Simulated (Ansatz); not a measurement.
# Ba on Ru(0001): change of the work function, part 2 of 2

How does one ordered layer of Ba (fcc site) change the work function of Ru(0001), and what dipole does each adsorbate carry?

Ansatz 0.2.0; plane-wave DFT, PBE, Ansatz PAW.

So far, work function, upper face (eV): step 2 (the clean slab) 5.05.

## (3) The covered slab

System of this step: Ba/Ru(0001). The cell holds 17 atoms: 16 Ru and 1 Ba. Its edges and angles: a = 5.400 Å, b = 5.400 Å, c = 27.757 Å, α = 90.0°, β = 90.0°, γ = 60.0°. Vacuum lies along c.

The clean slab as it ended is repeated in the plane and the adsorbate is set on one face; the cell's size fixes the coverage, and the k-mesh shrinks with it to keep the sampling density about even. Adsorbate and upper layers relax, since the dipole depends on the height.

Input file input.yaml:

```yaml
crystal:
  lattice:
    - [5.4, 0.0, 0.0]
    - [2.7, 4.6765371804, 0.0]
    - [0.0, 0.0, 27.7570671522]
  atoms:
    - { symbol: Ru, position: [0.3333333333, 0.3333333333, 0.324241749] }
    - { symbol: Ru, position: [0.0, 0.0, 0.4012815886] }
    - { symbol: Ru, position: [0.3333333333, 0.3333333333, 0.4790199439] }
    - { symbol: Ru, position: [0.0, 0.0, 0.5541402184] }
    - { symbol: Ru, position: [0.3333333333, 0.8333333333, 0.324241749] }
    - { symbol: Ru, position: [0.0, 0.5, 0.4012815886] }
    - { symbol: Ru, position: [0.3333333333, 0.8333333333, 0.4790199439] }
    - { symbol: Ru, position: [0.0, 0.5, 0.5541402184] }
    - { symbol: Ru, position: [0.8333333333, 0.3333333333, 0.324241749] }
    - { symbol: Ru, position: [0.5, 0.0, 0.4012815886] }
    - { symbol: Ru, position: [0.8333333333, 0.3333333333, 0.4790199439] }
    - { symbol: Ru, position: [0.5, 0.0, 0.5541402184] }
    - { symbol: Ru, position: [0.8333333333, 0.8333333333, 0.324241749] }
    - { symbol: Ru, position: [0.5, 0.5, 0.4012815886] }
    - { symbol: Ru, position: [0.8333333333, 0.8333333333, 0.4790199439] }
    - { symbol: Ru, position: [0.5, 0.5, 0.5541402184] }
    - { symbol: Ba, position: [0.1666666667, 0.1666666667, 0.675758251] }
kpoints:
  mp_grid: { grid: [6, 6, 1] }
hamiltonian:
  xc: pbe
scf:
  occupations: { method: fermi_dirac, width: 0.1 }
  convergence: { dr2_threshold: 1.0e-08 }
efield:
  axis: 3
  dipole_correction: true
  ramp_position: 0.97
  ramp_width: 0.06
relax:
  f_tol: 0.02
  max_steps: 60
  constraints: [{ sites: [0, 1, 4, 5, 8, 9, 12, 13] }]
output:
  dos: { projected: true, e_range: [-8, 4] }
  write_potential: true
  write_density: true
  volumetric_format: npy
  elf: true
```

Launch:

```bash
$ ansatz run input.yaml --threads 4 --pin off --max-ram 6144MiB --backend cpu --events-out ev --progress --plain --runs-dir out
```

Standard output:

```text
[...]
Crystal: 17 atoms, lattice volume = 700.958 Å³
Basis set: ecut = 420 eV, 13587 PW (Γ), exchange–correlation on 80×80×384 points (8 copies of the dense FFT grid, shifted against one another)
Bands: 160, of which v1, the nominal top of the filled ones, is band 133 counted from 1 (132 counted from 0)
Symmetry: 6 space group operations
[...]
k-points: 7 of 36 (time reversal used)
[...]
SCF iter   1: F=—  HF=-100002.054046 eV  |F-HF|=—  |Δ(HF+E_count)|=         —  Δρ=1.42e-2  dr2=3.85e1  ethr=1.77e-3  p=0.429 e·Å  D=1.11e-1 V/Å  ΔV_dip=-3.08 eV  dr2_dipole=2.25e1  V_vac-E_F(+/−)=1.84/4.92 eV  ⟨swp⟩=9.6  Hψ=5416  notcnv=0
[...]
SCF iter  13: F=-100001.585500 eV  HF=-100001.585500 eV  |F-HF|=6.40e-9  |Δ(HF+E_count)|=   1.84e-8  Δρ=6.18e-7  dr2=8.12e-9  ethr=3.76e-12  p=0.336 e·Å  D=8.68e-2 V/Å  ΔV_dip=-2.41 eV  dr2_dipole=1.07e-9  V_vac-E_F(+/−)=2.69/5.10 eV  ⟨swp⟩=10.7  Hψ=7966  notcnv=0
SCF 1 converged in 13 iterations: F = -100001.585500 eV  dr2 = 8.12e-9
[...]
relax step   1: F+E_penalty+E_count = -100001.58550003 eV  Δ(F+E_penalty+E_count) = +0.000e0 eV  max|allowed force component| = 1.184e0 eV/Å  Δτ_max = 0.0000 Å  (13 SCF iters, accepted)
[...]
SCF iter  12: F=-100001.817049 eV  HF=-100001.817049 eV  |F-HF|=8.15e-10  |Δ(HF+E_count)|=   5.38e-9  Δρ=4.24e-7  dr2=3.55e-9  ethr=3.76e-12  p=0.350 e·Å  D=9.02e-2 V/Å  ΔV_dip=-2.50 eV  dr2_dipole=6.52e-10  V_vac-E_F(+/−)=2.59/5.10 eV  ⟨swp⟩=11.3  Hψ=8905  notcnv=0
SCF 2 converged in 12 iterations: F = -100001.817049 eV  dr2 = 3.55e-9
relax step   2: F+E_penalty+E_count = -100001.81704862 eV  Δ(F+E_penalty+E_count) = -2.315e-1 eV  max|allowed force component| = 1.113e0 eV/Å  Δτ_max = 0.1947 Å  (12 SCF iters, accepted)
SCF iter   1: F=—  HF=-100002.081123 eV  |F-HF|=—  |Δ(HF+E_count)|=         —  Δρ=5.09e-3  dr2=1.80e0  ethr=1.83e-3  p=0.350 e·Å  D=9.02e-2 V/Å  ΔV_dip=-2.50 eV  dr2_dipole=2.41e-1  V_vac-E_F(+/−)=2.62/5.12 eV  ⟨swp⟩=6.4  Hψ=2768  notcnv=0
[...]
SCF iter  11: F=-100002.032738 eV  HF=-100002.032738 eV  |F-HF|=3.49e-8  |Δ(HF+E_count)|=   7.47e-8  Δρ=5.66e-7  dr2=5.15e-9  ethr=3.76e-12  p=0.373 e·Å  D=9.64e-2 V/Å  ΔV_dip=-2.68 eV  dr2_dipole=3.57e-11  V_vac-E_F(+/−)=2.42/5.10 eV  ⟨swp⟩=11.0  Hψ=9152  notcnv=0
SCF 3 converged in 11 iterations: F = -100002.032738 eV  dr2 = 5.15e-9
[...]
relax step   3: F+E_penalty+E_count = -100002.03273798 eV  Δ(F+E_penalty+E_count) = -2.157e-1 eV  max|allowed force component| = 8.585e-1 eV/Å  Δτ_max = 0.1950 Å  (11 SCF iters, accepted)
[...]
relax step   4: F+E_penalty+E_count = -100002.16425916 eV  Δ(F+E_penalty+E_count) = -1.315e-1 eV  max|allowed force component| = 4.132e-1 eV/Å  Δτ_max = 0.1950 Å  (11 SCF iters, accepted)
[...]
relax step   5: F+E_penalty+E_count = -100002.19793751 eV  Δ(F+E_penalty+E_count) = -3.368e-2 eV  max|allowed force component| = 1.553e-1 eV/Å  Δτ_max = 0.1172 Å  (10 SCF iters, accepted)
[...]
relax step   6: F+E_penalty+E_count = -100002.19904072 eV  Δ(F+E_penalty+E_count) = -1.103e-3 eV  max|allowed force component| = 1.197e-1 eV/Å  Δτ_max = 0.0488 Å  (10 SCF iters, accepted)
SCF iter   1: F=—  HF=-100002.202017 eV  |F-HF|=—  |Δ(HF+E_count)|=         —  Δρ=1.14e-3  dr2=1.24e-1  ethr=3.79e-4  p=0.423 e·Å  D=1.09e-1 V/Å  ΔV_dip=-3.03 eV  dr2_dipole=4.10e-2  V_vac-E_F(+/−)=2.06/5.09 eV  ⟨swp⟩=2.4  Hψ=1575  notcnv=0
[...]
SCF iter   9: F=-100002.201643 eV  HF=-100002.201643 eV  |F-HF|=3.45e-9  |Δ(HF+E_count)|=   9.73e-8  Δρ=4.61e-7  dr2=4.84e-9  ethr=3.76e-12  p=0.420 e·Å  D=1.08e-1 V/Å  ΔV_dip=-3.01 eV  dr2_dipole=5.82e-10  V_vac-E_F(+/−)=2.08/5.09 eV  ⟨swp⟩=11.7  Hψ=9156  notcnv=0
SCF 7 converged in 9 iterations: F = -100002.201643 eV  dr2 = 4.84e-9
relax step   7: F+E_penalty+E_count = -100002.20164304 eV  Δ(F+E_penalty+E_count) = -2.602e-3 eV  max|allowed force component| = 1.467e-3 eV/Å  Δτ_max = 0.0185 Å  (9 SCF iters, accepted)
NSCF: frozen V_eff on 7 k-points
[...]
WARN: The output density's exchange-correlation potential varies sharply where the density is thin. Do not read a vacuum level from v_tot or v_xc, or from such a field of the output density. On a cell that repeats whose density bears no net charge and no dipole along the vacuum's axis use v_es (v_loc + v_h of the components); under efield.dipole_correction with no amplitude use v_es + v_field, which holds any externa [...]
SCF converged after 9 iterations
Free energy (F): -100002.201643 eV
[...]
Internal energy: -100001.531540 eV  (E = F + TS)
E sigma→0 (E₀):  -100001.866592 eV
Entropy (-TS):   -0.670103 eV (-39.418 meV/atom)
Fermi energy:    5.711122 eV
Dipole field:    D = 0.108426 V/Å  (p = 0.420015 e·Å, saw-weighted, corrected)
Work function:   Φ+ = 2.0845 eV   Φ− = 5.0941 eV
[...]
--- Forces (eV/Å), atoms counted from 1 ---
  atom   1  Ru     0.02234326     0.01289989     0.43600670
  atom   2  Ru     0.09428071     0.05443299    -0.39307501
  atom   3  Ru     0.00053157     0.00030690     0.00033405
  atom   4  Ru     0.00127041     0.00073347    -0.00026942
  atom   5  Ru    -0.00000000    -0.02579978     0.43600670
  atom   6  Ru     0.00000000    -0.10886599    -0.39307501
  atom   7  Ru     0.00000000    -0.00061381     0.00033405
  atom   8  Ru    -0.00000000    -0.00146694    -0.00026942
  atom   9  Ru    -0.02234326     0.01289989     0.43600670
  atom  10  Ru    -0.09428071     0.05443299    -0.39307501
  atom  11  Ru    -0.00053157     0.00030690     0.00033405
  atom  12  Ru    -0.00127041     0.00073347    -0.00026942
  atom  13  Ru    -0.00000000     0.00000000     0.38518421
  atom  14  Ru    -0.00000000    -0.00000000    -0.51324871
  atom  15  Ru    -0.00000000     0.00000000     0.00002678
  atom  16  Ru    -0.00000000     0.00000000    -0.00082664
  atom  17  Ba     0.00000000     0.00000000    -0.00011532
  max |Σ_I F_I| component: 9.28e-6 eV/Å
--- Band table (eV; the first three rows and the last of 7) ---
  k-point 0: bands = [... 129 lower, 5.8882, 6.1252, 6.4572, 6.4572, 6.5631, 6.7047, 6.7047, 6.7781, ... 23 higher]
  k-point 1: bands = [... 129 lower, 5.8228, 5.9052, 6.1022, 6.2286, 6.2376, 6.3632, 6.3720, 6.5176, ... 23 higher]
  k-point 2: bands = [... 129 lower, 5.3523, 5.3733, 5.4442, 5.6923, 5.7210, 5.8844, 5.9692, 6.0430, ... 23 higher]
  k-point 6: bands = [... 129 lower, 5.2047, 5.2236, 5.3411, 5.3549, 5.4072, 5.8744, 5.9194, 5.9421, ... 23 higher]
--- Relaxed structure (7 steps of the walk, 7 accepted, 0 SCFs on fresh bases) ---
  F+E_penalty+E_count = -100002.20164304 eV   max|allowed force component| = 1.467e-3 eV/Å
  atoms:
    - { symbol: Ru, position: [0.333333, 0.333333, 0.324241749] }
    - { symbol: Ru, position: [2.666712e-17, 2.666712e-17, 0.4012815886] }
    - { symbol: Ru, position: [0.334165, 0.334165, 0.478817] }
    - { symbol: Ru, position: [-0.00428111, -0.00428111, 0.554154] }
    - { symbol: Ru, position: [0.333333, 0.833333, 0.324241749] }
    - { symbol: Ru, position: [8.326673e-17, 0.500000, 0.4012815886] }
    - { symbol: Ru, position: [0.334165, 0.831670, 0.478817] }
    - { symbol: Ru, position: [-0.00428111, 0.508562, 0.554154] }
    - { symbol: Ru, position: [0.833333, 0.333333, 0.324241749] }
    - { symbol: Ru, position: [0.5, 2.666712e-17, 0.4012815886] }
    - { symbol: Ru, position: [0.831670, 0.334165, 0.478817] }
    - { symbol: Ru, position: [0.508562, -0.00428111, 0.554154] }
    - { symbol: Ru, position: [0.833333, 0.833333, 0.324241749] }
    - { symbol: Ru, position: [0.5, 0.500000, 0.4012815886] }
    - { symbol: Ru, position: [0.833333, 0.833333, 0.477690] }
    - { symbol: Ru, position: [0.5, 0.500000, 0.555934] }
    - { symbol: Ba, position: [0.166667, 0.166667, 0.649377] }
```

The job ended after 3.3 min (4 threads of Arm Neoverse V1, shared host; peak memory 2.7 GiB; 13 min of CPU time).

The steps of the relaxation:

```tsv
step	energy less that of the first step (eV)	largest force component (eV/Å)
1	0.0000	1.1842
2	-0.2315	1.1134
3	-0.4472	0.8585
4	-0.5788	0.4132
5	-0.6124	0.1553
6	-0.6135	0.1197
7	-0.6161	0.0015
```

Forces are held to the 6 operations that the program found; a distortion that breaks them can't arise in this run.

The atoms that moved most (Å):

```tsv
atom	dx	dy	dz	length
Ba17	0.000	0.000	-0.732	0.732
Ru16	0.000	0.000	0.050	0.050
Ru12	0.035	-0.020	0.000	0.040
Ru4	-0.035	-0.020	0.000	0.040
Ru8	0.000	0.040	0.000	0.040
Ru15	0.000	0.000	-0.037	0.037
Ru7	0.000	-0.008	-0.006	0.010
Ru3	0.007	0.004	-0.006	0.010
```

Final coordinates:

```cif
data_structure
_symmetry_space_group_name_H-M 'P 1'
_symmetry_Int_Tables_number 1
_cell_length_a 5.4000
_cell_length_b 5.4000
_cell_length_c 27.7571
_cell_angle_alpha 90.000
_cell_angle_beta 90.000
_cell_angle_gamma 60.000
_cell_volume 700.96
loop_
_atom_site_label
_atom_site_type_symbol
_atom_site_fract_x
_atom_site_fract_y
_atom_site_fract_z
_atom_site_occupancy
Ru1 Ru 0.33333 0.33333 0.32424 1
Ru2 Ru 0.00000 0.00000 0.40128 1
Ru3 Ru 0.33417 0.33417 0.47882 1
Ru4 Ru 0.99572 0.99572 0.55415 1
Ru5 Ru 0.33333 0.83333 0.32424 1
Ru6 Ru 0.00000 0.50000 0.40128 1
Ru7 Ru 0.33417 0.83167 0.47882 1
Ru8 Ru 0.99572 0.50856 0.55415 1
Ru9 Ru 0.83333 0.33333 0.32424 1
Ru10 Ru 0.50000 0.00000 0.40128 1
Ru11 Ru 0.83167 0.33417 0.47882 1
Ru12 Ru 0.50856 0.99572 0.55415 1
Ru13 Ru 0.83333 0.83333 0.32424 1
Ru14 Ru 0.50000 0.50000 0.40128 1
Ru15 Ru 0.83333 0.83333 0.47769 1
Ru16 Ru 0.50000 0.50000 0.55593 1
Ba17 Ba 0.16667 0.16667 0.64938 1
```

Numbers from this step:

- energy at zero smearing: -100001.8666 eV
- work function, upper face: 2.084 eV
- work function, lower face: 5.094 eV
- dipole along the normal: 0.4200 e·Å
- step between the vacuum levels: -3.010 eV

Running mean over 2.138 Å of the planar mean; the ramp of the sawtooth is left out. The electron's electrostatic potential energy less the Fermi level by z:

```tsv
z (Å)	electron's electrostatic potential energy less the Fermi level (eV)
4	5.09
5	5.09
6	5.00
7	3.96
8	-6.24
9	-14.2
10	-14.7
11	-14.8
12	-14.8
13	-14.9
14	-15.1
15	-14.7
16	-12.0
17	-2.28
18	-2.84
19	-1.59
20	1.08
21	1.85
22	2.03
23	2.07
24	2.08
```

The density of states has structure finer than the step of the table below, so its rows give means over 0.25 eV. Peaks (eV: height): -4.150: 42.4, -2.080: 59.9, -2.020: 45.6, -1.950: 60.2, -0.600: 49.3, -0.480: 45.7, -0.360: 49.3.

Table of density of states by energy, zero at the Fermi level; means over each step:

energy (eV), density of states (states/eV a cell) and a bar:
```
    -7.75        0.0 
    -7.50        0.2 
    -7.25        0.9 #
    -7.00        0.9 #
    -6.75        1.0 #
    -6.50        1.1 #
    -6.25        1.8 #
    -6.00        7.8 ######
    -5.75       17.6 #############
    -5.50       18.6 ##############
    -5.25       22.5 #################
    -5.00       17.4 #############
    -4.75       14.9 ###########
    -4.50       26.1 ###################
    -4.25       22.9 #################
    -4.00       17.1 #############
    -3.75       19.7 ###############
    -3.50       16.9 #############
    -3.25       12.8 ##########
    -3.00       19.1 ##############
    -2.75       28.4 #####################
    -2.50       22.8 #################
    -2.25       27.1 ####################
    -2.00       40.3 ##############################
    -1.75       23.3 #################
    -1.50       29.7 ######################
    -1.25       21.5 ################
    -1.00       16.0 ############
    -0.75       14.4 ###########
    -0.50       28.3 #####################
    -0.25       21.5 ################
     0.00       20.0 ###############
     0.25       21.8 ################
     0.50       17.4 #############
     0.75       21.2 ################
     1.00       30.1 ######################
     1.25       25.9 ###################
     1.50       26.5 ####################
     1.75       17.0 #############
```

Projected DOS per atom over height of the atomic layer and energy from the Fermi level. Layers: Ru4 Ru4 Ru4 Ru4 Ba from below.

Ten even steps from '0' (0.00 states/eV) to '9' (2.41 states/eV), each cell a mean:
```
33330
57740
75562
54442
63351
73361
42342
85571
95691
65580
66670
34440
44440
46550
55450
36630
27720
03410
00000
00000
00000
00000
```
Columns: height of the atomic layer (Å) from 9 to 18.0 (not evenly spaced); rows upwards: energy from the Fermi level (eV) from -7.96 to 1.95.

Electrostatic potential energy in the ca plane at fractional y = 0.000, with atoms of Ru within 0.2 Å of it. With pseudopotentials it is smooth inside the atoms' cores, unlike the true potential.

Ten even steps from '0' (-83 eV) to '9' (9 eV), each cell a mean:
```
99998400169999997200279999999999999999999999
88899754689988998644699999999999999999999999
76799988999876899988999999999999999999999999
76789999999866799999999999999999999999999999
87899876799887899866899999999999999999999999
99998621379999998411489999999999999999999999
99998300059999997200279999999999999999999999
99998400169999998300389999899999999999999999
88899744689988999755799987788999999999999999
76799988999877899988999876668999999999999999
76789999999866799999999876668999999999999999
87899876799987899877899987678999999999999999
99998621379999998522589998889999999999999999
99998300059999997200279999999999999999999999
```
Columns run along c (16.0 Å, from fractional 0.31 to 0.89 of the cell; values clipped at the 3rd and 97th percentile), rows up along a (5.4 Å). Atoms in or near the plane, at fractional coordinates: Ru at (0.40, 0.00), Ru at (0.55, 0.00), Ru at (0.40, 0.50), Ru at (0.55, 0.51).

Valence density in the ca plane at fractional y = 0.000, with atoms of Ru within 0.2 Å of it. It is the smooth field of the valence electrons, not physical close to the nuclei.

Ten steps, logarithmic in the rise over the least value, from '0' (0.00 × 1e0 e/Å³) to '9' (9.73 × 1e0 e/Å³), each cell a mean:
```
33334799863333335899852100000000000000000000
44333577643344334677631100000000000000000000
56533344333455433344321100000000000000000000
56533333333466533333321100000000000000000000
45433456533455433566421100000000000000000000
33334689853333334799742100000000000000000000
23334799963333335899852111100000000000000000
33334799863333335899852122221000000000000000
44433577643344333577532234432100000000000000
56533344333455433344322245553200000000000000
56543333333456533333322345553200000000000000
45433456533345433455432234543100000000000000
33334689853333334788742223332100000000000000
23334799963333335899852111110000000000000000
```
Columns run along c (16.0 Å, from fractional 0.31 to 0.89 of the cell), rows up along a (5.4 Å). Atoms in or near the plane, at fractional coordinates: Ru at (0.40, 0.00), Ru at (0.55, 0.00), Ru at (0.40, 0.50), Ru at (0.55, 0.51).

ELF in the ca plane at fractional y = 0.000, with atoms of Ru within 0.2 Å of it. It is the smooth field of the valence electrons, not physical close to the nuclei.

Ten even steps from '0' (0.00) to '9' (0.88), each cell a mean:
```
33333666742332333766732210000000111000000000
32233356533222233466422221000000110000000000
44323233232244323233323332110001100000000000
45423333332245323333333332110011100000000000
33323244333233223344322321100001110000000000
32232577633322233677632210000000110000000000
33333654652333334744742211110000111000000000
33333665742332333666742124653110111100000000
33233356533322233455432258997411111100000000
44323233233244323223332389998521111100000000
45423333332245323323332489999621111110000000
33323244323233223333322379998521111100000000
32232577633322233577632147875311111100000000
33333653652333333744742112331100111000000000
```
Columns run along c (16.0 Å, from fractional 0.31 to 0.89 of the cell), rows up along a (5.4 Å). Atoms in or near the plane, at fractional coordinates: Ru at (0.40, 0.00), Ru at (0.55, 0.00), Ru at (0.40, 0.50), Ru at (0.55, 0.51).

The relaxation took 7 steps and lowered the energy by 0.62 eV; the largest force on the free atoms ends at 0.0015 eV/Å.

By hand: a sheet of dipoles makes a step −p/(ε₀A) in the electron's potential. With e/ε₀ = 180.95 V·Å, p = 0.4200 e·Å and A = 25.25 Å², that is −180.95 × (0.4200) / 25.25 = -3.010 eV, and the two vacuum levels of the run differ by -3.010 eV.

The covered face has 2.08 eV, -2.96 eV against the clean one; the bare back face has moved by +0.02 eV, a measure of how thin the slab is.

## (4) Work function against coverage

This step: plane-wave DFT, PBE, Ansatz PAW; work function against coverage (Ansatz 0.2.0).

The runs are now put side by side.

This step gave:

```
work function of the clean face     : 5.046 eV
largest change of the work function : -2.961 eV
```

Table of work function of the covered face by coverage:

```tsv
coverage (adsorbates/nm²)	work function of the covered face (eV)
0.00	5.05
3.96	2.08
```

The dipole per adsorbate comes from the change of the cell's dipole. Coverage, by row:

```tsv
coverage (1/nm²)	coverage (ML)	work function (eV)	change (eV)	dipole per adsorbate, positive end outwards (debye)	mean height of the added atoms over the highest substrate atom (Å)
3.96	0.25	2.084	-2.961	1.997	2.594
```

## (5) Outcome

```yaml
work_function_of_the_clean_face: 5.05 eV
work_function_at_0p25_ml: 2.08 eV
dipole_per_adsorbate_at_0p25_ml_positive_end_outwards: 2.00 D
```

Ba lowers the work function of Ru(0001) at the lowest coverage, by 2.96 eV: the adsorbate layer has its positive end outwards. One coverage alone was completed, so no trend follows. The slab has 4 layers, at the tabulated experimental lattice constant, one starting site was run, and quantum-size effects of a slab this thin can reach one or two tenths of an eV.

[Long decimals in the printed logs are rounded to 6 places.]

[Logs are printed without paths, hosts, clocks, repeated set-up lines and the standing remarks that a program may print on its own settings, such as how far it seeks lower states.]

[Hosts, paths, dates, database ids (printed as entryN), source tags and the programs' standing remarks are cut or masked in the printed files.]

[Maps of the electrostatic potential energy from Ansatz leave out the sawtooth potential of an applied field or a dipole correction, so their vacuum need not be flat; planar profiles and work functions include it.]

[The density of states shown here was stored with 400 of the rows of the run's finer table, so its peaks can read low, often by over a quarter, or be missed, and its means over a window can be off by a tenth or more.]
